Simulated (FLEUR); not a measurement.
# FePt (c factor at fixed volume 0.9 on the database's cell): from one collinear state to anisotropy

Wanted: anisotropy for FePt (c factor at fixed volume 0.9 on the database's cell), with the cost of each step.

Program: FLEUR MaX-R8.1. Level of theory: PBE; all-electron FLAPW, Dirac cores, scalar-relativistic bands. Results are calculated unless marked as measured.

## (1) Set-up

It takes space group P4/mmm (No. 123, tetragonal). Conventional cell: a = 2.871 Å, b = 2.871 Å, c = 3.348 Å, α = 90.00°, β = 90.00°, γ = 90.00°. Nearest to Fe lie 8 Pt at 2.63 Å and 4 Fe at 2.87 Å. Pt has 8 Fe at 2.63 Å and 4 Pt at 2.87 Å nearest. Farther neighbours are not listed.

Structure file:

```cif
data_structure
_symmetry_space_group_name_H-M 'P4/mmm'
_symmetry_Int_Tables_number 123
_cell_length_a 2.8708
_cell_length_b 2.8708
_cell_length_c 3.3480
_cell_angle_alpha 90.000
_cell_angle_beta 90.000
_cell_angle_gamma 90.000
_cell_volume 27.59
loop_
_atom_site_label
_atom_site_type_symbol
_atom_site_symmetry_multiplicity
_atom_site_Wyckoff_symbol
_atom_site_fract_x
_atom_site_fract_y
_atom_site_fract_z
_atom_site_occupancy
Fe1 Fe 1 a 0.00000 0.00000 0.00000 1
Pt1 Pt 1 d 0.50000 0.50000 0.50000 1
```

The cell is strained on purpose: c factor at fixed volume 0.9 on the database's cell.

## (2) The magnetic state

The force theorems are single passes in this state's potential, so it has to be converged first.

No symmetry is used, so that later steps may turn the spins freely; k and −k are joined. inpgen writes inp.xml from crystal.txt; cutoffs, mixing, functional, smearing and local orbitals are then set in the file. The k list scf (kpts.xml, not shown) is a Γ-centred 10×10×10 mesh; where the ranks do not divide the number of points, some are split in two of half the weight.

Input file inp.xml:

```
<?xml version="1.0" encoding="UTF-8" standalone="no"?>
<fleurInput fleurInputVersion="0.39">
   <comment>
      FePt
   </comment>
   <calculationSetup>
      <cutoffs Kmax="3.6" Gmax="10.8" GmaxXC="10.8" numbands="0"/>
      <scfLoop itmax="110" minDistance="0.00002" maxIterBroyd="15" imix="Anderson" alpha="0.05" precondParam="0.0" spinf="2.0" sdNocoIR="T"/>
      <coreElectrons ctail="F" frcor="F" kcrel="0" coretail_lmax="0"/>
      <xcFunctional name="pbe" relativisticCorrections="F"/>
      <magnetism jspins="2" l_noco="F" l_ss="F">
         <qss>0.0 0.0 0.0</qss>
         <mtNocoParams l_mperp="F" l_mtNocoPot="F" l_relaxSQA="F" mag_mixing_scheme="0" mix_RelaxWeightOffD="1.0" l_constrained="F" mix_constr="1.0"/>
         <sourceFreeMag l_sourceFree="F" l_scaleMag="F" mag_scale="1.0"/>
      </magnetism>
      <soc l_soc="F" theta="0.0" phi="0.0" spav="F"/>
      <expertModes spex="0" secvar="F"/>
      <geometryOptimization l_f="F" forcealpha="1.0" forcemix="BFGS" epsdisp="0.00001" epsforce="0.00001"/>
      <ldaU l_linMix="F" mixParam="0.05" spinf="1.0"/>
   </calculationSetup>
   <cell>
      <bzIntegration valenceElectrons="32.0" mode="hist" fermiSmearingEnergy="0.00183747">
         <kPointListSelection listName="scf"/>
         <xi:include xmlns:xi="http://www.w3.org/2001/XInclude" href="kpts.xml"> </xi:include>
      </bzIntegration>
      <xi:include xmlns:xi="http://www.w3.org/2001/XInclude" href="sym.xml"> </xi:include>
      <bulkLattice scale="1.0">
         <bravaisMatrix>
            <row-1>    5.4250655750311250     0.0000000000000000     0.0000000000000000</row-1>
            <row-2>    0.0000000000000000     5.4250655750311250     0.0000000000000000</row-2>
            <row-3>    0.0000000000000000     0.0000000000000000     6.3268030651607994</row-3>
         </bravaisMatrix>
      </bulkLattice>
   </cell>
   <atomSpecies>
      <species name="Iron (Fe) 2.800" element="Fe" atomicNumber="26">
         <mtSphere radius="2.42" gridPoints="801" logIncrement="0.015"/>
         <atomicCutoffs lmax="10" lnonsphr="8"/>
         <electronConfig flipSpins="F">
            <coreConfig>(1s1/2) (2s1/2) (2p1/2) (2p3/2)</coreConfig>
            <valenceConfig>(3s1/2) (3p1/2) (3p3/2) (4s1/2) (3d3/2) (3d5/2)</valenceConfig>
            <stateOccupation state="(3d3/2)" spinUp="1.4" spinDown="1.0"/>
            <stateOccupation state="(3d5/2)" spinUp="3.0" spinDown="0.6"/>
         </electronConfig>
         <energyParameters s="4" p="4" d="3" f="4"/>
         <lo type="SCLO" l="0" n="3" eDeriv="0"/>
         <lo type="SCLO" l="1" n="3" eDeriv="0"/>
      </species>
      <species name="Platinum (Pt)" element="Pt" atomicNumber="78">
         <mtSphere radius="2.42" gridPoints="801" logIncrement="0.017"/>
         <atomicCutoffs lmax="10" lnonsphr="8"/>
         <electronConfig flipSpins="F">
            <coreConfig>(1s1/2) (2s1/2) (2p1/2) (2p3/2) (3s1/2) (3p1/2) (3p3/2) (4s1/2) (3d3/2) (3d5/2) (4p1/2) (4p3/2) (5s1/2) (4d3/2) (4d5/2) (4f5/2) (4f7/2)</coreConfig>
            <valenceConfig>(5p1/2) (5p3/2) (6s1/2) (5d3/2) (5d5/2)</valenceConfig>
            <stateOccupation state="(6s1/2)" spinUp="0.500000" spinDown="0.500000"/>
            <stateOccupation state="(5d3/2)" spinUp="1.800000" spinDown="1.800000"/>
            <stateOccupation state="(5d5/2)" spinUp="2.700000" spinDown="2.700000"/>
         </electronConfig>
         <energyParameters s="6" p="6" d="5" f="5"/>
         <lo type="SCLO" l="1" n="5" eDeriv="0"/>
      </species>
   </atomSpecies>
   <atomGroups>
      <atomGroup species="Iron (Fe) 2.800">
         <relPos label="                   1">.0000000000 .0000000000 .0000000000</relPos>
         <force calculate="T" relaxXYZ="TTT"/>
         <nocoParams  alpha="0.0" beta="0.0"/>
      </atomGroup>
      <atomGroup species="Platinum (Pt)">
         <relPos label="                   2">1.000/2.000 1.000/2.000 1.000/2.000</relPos>
         <force calculate="T" relaxXYZ="TTT"/>
         <nocoParams  alpha="0.0" beta="0.0"/>
      </atomGroup>
   </atomGroups>
   <output dos="F" band="F" slice="F">
      <bandDOS minEnergy="-.5*Htr" maxEnergy="0.5*Htr" sigma="0.015" storeEVData="T"/>
      <plotting iplot="0" polar="F">
         <plot TwoD="T" vec1="  1.0  0.0  0.0" vec2="  0.0  1.0  0.0" vec3="  0.0  0.0  1.0" zero="  0.0  0.0  0.0" file="plot"/>
      </plotting>
      <moessbauerParams electricFieldGradient="F" isomerShift="F" coreHyperfine="F" valenceHyperfine="F"/>
   </output>
</fleurInput>
```

Input file crystal.txt:

```
FePt
&input film=F cartesian=F /
2.87082107000  0.00000000000  0.00000000000
0.00000000000  2.87082107000  0.00000000000
0.00000000000  0.00000000000  3.34800000000
1.8897261246
1.0 1.0 1.0

2
26 0.00000000000  0.00000000000  0.00000000000 : 2.800
78 0.50000000000  0.50000000000  0.50000000000

&kpt div1=10 div2=10 div3=10 gamma=T /
```

Started as:

```sh
$ OMP_NUM_THREADS=1 inpgen -f crystal.txt -nosym -noco > inpgen.log  # inp.xml is then edited as shown
$ OMP_NUM_THREADS=1 mpirun -n 8 fleur_MPI > fleur.log
```

The program printed:

```text
Welcome to FLEUR        (www.flapw.de)
      MaX-Release 8.1          (www.max-centre.eu)

 ========== k-point set info ==========
 Selected k-point list: scf
 k-point list type: mesh
 0 x 0 x 0
 Number of k points: 504

 ------------Calculation Setup---------------------------
 Number of MPI-tasks      :            8
 Number of PE/node        :            8
 Number of OMP-threads    :            1
 k-points in parallel     :            8
 pe's per k-point         :            1
 No of k-point loops      :           63
 Eigenvalue solver        :       lapack
 Number of basis functions:          180
 Approximate size of matrices (H+S) per k-point:         0.001 GB
 --------------------------------------------------------
 Complex matrix made real
 Complex matrix made real
 Iteration:     1   Distance:      38.38735309 me/bohr^3
 Iteration:     2   Distance:      16.53828627 me/bohr^3
 Iteration:     3   Distance:      12.45346836 me/bohr^3
 Iteration:     4   Distance:       9.31766431 me/bohr^3
 Iteration:     5   Distance:       8.31235849 me/bohr^3
 Iteration:     6   Distance:       8.86234781 me/bohr^3
 Iteration:     7   Distance:       3.26754268 me/bohr^3
 Iteration:     8   Distance:       2.98676806 me/bohr^3
 Iteration:     9   Distance:       0.92607671 me/bohr^3
 Iteration:    10   Distance:       0.96064455 me/bohr^3
 Iteration:    11   Distance:       0.09778637 me/bohr^3
 Iteration:    12   Distance:       0.09312795 me/bohr^3
 Iteration:    13   Distance:       0.05399034 me/bohr^3
 Iteration:    14   Distance:       0.04848412 me/bohr^3
 Iteration:    15   Distance:       0.03042428 me/bohr^3
 Iteration:    16   Distance:       0.02768320 me/bohr^3
 Iteration:    17   Distance:       0.02157851 me/bohr^3
 Iteration:    18   Distance:       0.00290980 me/bohr^3
 Iteration:    19   Distance:       0.00118952 me/bohr^3
 Iteration:    20   Distance:       0.00109225 me/bohr^3
 Iteration:    21   Distance:       0.00061288 me/bohr^3
 Iteration:    22   Distance:       0.00033270 me/bohr^3
 Iteration:    23   Distance:       0.00019937 me/bohr^3
 Iteration:    24   Distance:       0.00008004 me/bohr^3
 Iteration:    25   Distance:       0.00005288 me/bohr^3
 Iteration:    26   Distance:       0.00001304 me/bohr^3

 ********************************************************************
 Run finished successfully
 Stop message:
   all done
 ********************************************************************

--- out.xml (last complete iteration) ---
<iteration numberForCurrentRun="   26" overallNumber="   26">
         [... left out ...]
         <bandgap value="0.0000000000" units="eV"/>
         <sumValenceSingleParticleEnergies value="-18.2184461433" units="Htr"/>
         <FermiEnergy value="0.4364864441" units="Htr"/>
         <valenceDensity>
            <mtCharges spin="1">
               <mtCharge atomType="1" total="9.0528752" s="1.2172051" p="3.2240809" d="4.5784424" f="0.0245459"/>
               <mtCharge atomType="2" total="7.3752953" s="0.2354987" p="3.1474518" d="3.9669632" f="0.0198033"/>
            </mtCharges>
            <mtCharges spin="2">
               <mtCharge atomType="1" total="6.0371542" s="1.1999798" p="3.2233914" d="1.5828231" f="0.0231718"/>
               <mtCharge atomType="2" total="6.9144452" s="0.2541434" p="3.1753900" d="3.4654314" f="0.0157981"/>
            </mtCharges>
            <spinDependentCharge spin="1" total="17.7138916" interstitial="1.2857211" mtSpheres="16.4281705"/>
            <spinDependentCharge spin="2" total="14.2861084" interstitial="1.3345090" mtSpheres="12.9515993"/>
            <totalCharge value="32.0000000001"/>
         </valenceDensity>
         [... left out ...]
         <allElectronCharges>
            <spinDependentCharge spin="1" total="53.7138916" interstitial="1.2865387" mtSpheres="52.4273530"/>
            <spinDependentCharge spin="2" total="50.2861084" interstitial="1.3353297" mtSpheres="48.9507787"/>
            <totalCharge value="104.0000000084"/>
         </allElectronCharges>
         <magneticMomentsInMTSpheres units="muBohr">
            <globalMagMoment atomType="1" vec="0.00000   0.00000   3.01572"/>
            <localMagMoment atomType="1" vec="0.00000   0.00000   3.01572"/>
            <globalMagMoment atomType="2" vec="0.00000   0.00000   0.46085"/>
            <localMagMoment atomType="2" vec="0.00000   0.00000   0.46085"/>
         </magneticMomentsInMTSpheres>
         <moessbauerParams unitsHFF="kG" unitsIS="e/bohr^3" unitsEFG="Htr/bohr^2">
         </moessbauerParams>
         <totalEnergy value="   -19719.5410446230" units="Htr">
            <sumOfEigenvalues value="   -12061.1646090943">
               <coreElectrons value="-12042.9461629510"/>
               <valenceElectrons value="-18.2184461433"/>
            </sumOfEigenvalues>
            <densityCoulombPotentialIntegral value="-33921.9758518536"/>
            <densityEffectivePotentialIntegral value="-34462.2643497158"/>
            <chargeDenXCDenIntegral value="-413.3032431744"/>
            <FockExchangeEnergyValence value="0.0000000000"/>
            <FockExchangeEnergyCore value="0.0000000000"/>
            <atomTypeDependentContributions atomType="1">
               <electronNucleiInteractionDifferentMTs value="1521.0631364088"/>
               <MadelungTerm value="-10.3183104534"/>
            </atomTypeDependentContributions>
            <atomTypeDependentContributions atomType="2">
               <electronNucleiInteractionDifferentMTs value="23172.3950630800"/>
               <MadelungTerm value="-42.5731062012"/>
            </atomTypeDependentContributions>
            <tkbTimesEntropy value="0.0006877615"/>
            <freeEnergy value="-19719.5417323846"/>
            <extrapolationTo0K value="-19719.5413885038"/>
         </totalEnergy>
         <densityConvergence units="me/bohr^3">
            <chargeDensity spin="1" distance="0.0000049121"/>
            <chargeDensity spin="2" distance="0.0000090111"/>
            <overallChargeDensity distance="0.0000063817"/>
            <spinDensity distance="0.0000130358"/>
         </densityConvergence>
      </iteration>
```

The job ended after 2.1 min (8 MPI ranks of Arm Neoverse V2, shared host; peak memory 0.95 GiB).

Read from the output:

```yaml
free_energy: -536596.0667 eV
program_s_band_gap_on_this_mesh_in_a_metal_only_a_level_spacing: 0 eV
magnetization: 3.428 μB
final_state: ferromagnetic
largest_moment: 3.016 μB
```

After 26 cycles the largest moment stands at 3.02 μB.

## (3) Energy against the direction of the moments, rung 1

Anisotropy is a small difference, so it is taken from sums over occupied states at a frozen potential, where most errors cancel.

One pass with spin–orbit coupling for each direction, from the saved density. Inversion lets half of the mesh serve, which the program's warning doesn't know. The k list mae (kpts.xml, not shown) is a Γ-centred 13×13×12 mesh.

Edit inp.xml of step 2 so:

```diff
@@ -6,4 +6,4 @@
    <calculationSetup>
-      <cutoffs Kmax="3.6" Gmax="10.8" GmaxXC="10.8" numbands="0"/>
-      <scfLoop itmax="110" minDistance="0.00002" maxIterBroyd="15" imix="Anderson" alpha="0.05" precondParam="0.0" spinf="2.0" sdNocoIR="T"/>
+      <cutoffs Kmax="3.6" Gmax="10.8" GmaxXC="10.8" numbands="72"/>
+      <scfLoop itmax="1" minDistance="0.00002" maxIterBroyd="15" imix="Anderson" alpha="0.05" precondParam="0.0" spinf="2.0" sdNocoIR="T"/>
       <coreElectrons ctail="F" frcor="F" kcrel="0" coretail_lmax="0"/>
@@ -15,3 +15,3 @@
       </magnetism>
-      <soc l_soc="F" theta="0.0" phi="0.0" spav="F"/>
+      <soc l_soc="T" theta="0.0" phi="0.0" spav="F"/>
       <expertModes spex="0" secvar="F"/>
@@ -22,3 +22,3 @@
       <bzIntegration valenceElectrons="32.0" mode="hist" fermiSmearingEnergy="0.00183747">
-         <kPointListSelection listName="scf"/>
+         <kPointListSelection listName="mae"/>
          <xi:include xmlns:xi="http://www.w3.org/2001/XInclude" href="kpts.xml"> </xi:include>
@@ -81,2 +81,5 @@
    </output>
+   <forceTheorem>
+      <MAE theta="0.0 1.5707963 1.5707963 0.7853982" phi="0.0 0.0 0.7853982 0.0"/>
+   </forceTheorem>
 </fleurInput>
```

Started as:

```sh
$ OMP_NUM_THREADS=1 mpirun -n 8 fleur_MPI -warn_only > fleur.log
```

The program printed:

```text
[banner, memory and clock lines left out]
Welcome to FLEUR        (www.flapw.de)
      MaX-Release 8.1          (www.max-centre.eu)
************FLEUR-Warning*****************
Error message: k-point set is not compatible to missing time-reversal symmetry in calculation.
Error occurred in subroutine: gen_bz
Error from PE:0/8
Other PEs with error messages:
     1-k-point set is not compatible to missing time-reversal symmetry in calculation.
     3-k-point set is not compatible to missing time-reversal symmetry in calculation.
     4-k-point set is not compatible to missing time-reversal symmetry in calculation.
     5-k-point set is not compatible to missing time-reversal symmetry in calculation.
     6-k-point set is not compatible to missing time-reversal symmetry in calculation.
     7-k-point set is not compatible to missing time-reversal symmetry in calculation.
*****************************************

 ========== k-point set info ==========
 Selected k-point list: mae
 k-point list type: mesh
 0 x 0 x 0
 Number of k points: 1016

************FLEUR-Warning*****************
Error message: k-point set is not compatible to missing time-reversal symmetry in calculation.
Error occurred in subroutine: gen_bz
Error from PE:4/8
Other PEs with error messages:
     5-k-point set is not compatible to missing time-reversal symmetry in calculation.
     6-k-point set is not compatible to missing time-reversal symmetry in calculation.
     7-k-point set is not compatible to missing time-reversal symmetry in calculation.
*****************************************
 [... set-up left out ...]
 ********************************************************************
 Run finished successfully
 Stop message:
   Forcetheorem MAE
 ********************************************************************

--- out.xml (force theorem) ---
<Forcetheorem_MAE Angles="4" units="Htr">
            <Angle theta="0.0000000" phi="0.0000000" ev-sum="-18.264903334"/>
            <Angle theta="1.5707963" phi="0.0000000" ev-sum="-18.264913445"/>
            <Angle theta="1.5707963" phi="0.7853982" ev-sum="-18.264911445"/>
            <Angle theta="0.7853982" phi="0.0000000" ev-sum="-18.264905781"/>
         </Forcetheorem_MAE>
```

The job ended after 44 s (8 MPI ranks; peak memory 1.4 GiB; 5.9 min of CPU time).

Anisotropy energies, by row:

| axis | x | y | z | band energy less the first axis' (meV a cell) |
| --- | --- | --- | --- | --- |
| [001] | 0 | 0 | 1 | 0 |
| [100] | 1 | 0 | 0 | -0.2751 |
| [110] | 0.7071 | 0.7071 | 0 | -0.2207 |
| 45 degrees from [001] toward [100] | 0.7071 | 0 | 0.7071 | -0.06659 |

Indices are those of the standard conventional cell; x, y, z give the same directions in the axes of the input.

## (4) Energy against the direction of the moments, rung 2

A second rung shows how far the first can be trusted.

The k list mae (kpts.xml, not shown) is a Γ-centred 20×20×17 mesh.

inp.xml is that of step 3.

The program printed:

```text
[banner, memory and clock lines left out]
Welcome to FLEUR        (www.flapw.de)
      MaX-Release 8.1          (www.max-centre.eu)
************FLEUR-Warning*****************
Error message: k-point set is not compatible to missing time-reversal symmetry in calculation.
Error occurred in subroutine: gen_bz
Error from PE:0/8
Other PEs with error messages:
     1-k-point set is not compatible to missing time-reversal symmetry in calculation.
     2-k-point set is not compatible to missing time-reversal symmetry in calculation.
[...]
*****************************************
 [... set-up left out ...]
 ********************************************************************
 Run finished successfully
 Stop message:
   Forcetheorem MAE
 ********************************************************************

--- out.xml (force theorem) ---
<Forcetheorem_MAE Angles="4" units="Htr">
            <Angle theta="0.0000000" phi="0.0000000" ev-sum="-18.264877812"/>
            <Angle theta="1.5707963" phi="0.0000000" ev-sum="-18.264881757"/>
            <Angle theta="1.5707963" phi="0.7853982" ev-sum="-18.264880423"/>
            <Angle theta="0.7853982" phi="0.0000000" ev-sum="-18.264879254"/>
         </Forcetheorem_MAE>
```

Run time: 2.4 min. Hardware: 8 MPI ranks; peak memory 3.6 GiB; 19 min of CPU time.

Anisotropy energies, by row:

| axis | x | y | z | band energy less the first axis' (meV a cell) |
| --- | --- | --- | --- | --- |
| [001] | 0 | 0 | 1 | 0 |
| [100] | 1 | 0 | 0 | -0.1073 |
| [110] | 0.7071 | 0.7071 | 0 | -0.07105 |
| 45 degrees from [001] toward [100] | 0.7071 | 0 | 0.7071 | -0.03924 |

[end of part 1 of 2]

[Logs and program files are shortened in this print: banners, set-up blocks, solver, clock and traceback lines can be left out without a mark of their own.]

[Logs are printed without paths, hosts, clocks, repeated set-up lines and the standing remarks that a program may print on its own settings, such as how far it seeks lower states.]

[Hosts, paths, dates, database ids (printed as entryN), source tags and the programs' standing remarks are cut or masked in the printed files.]

[Where a cell is said to come from a database of computed structures, the database is the Materials Project.]
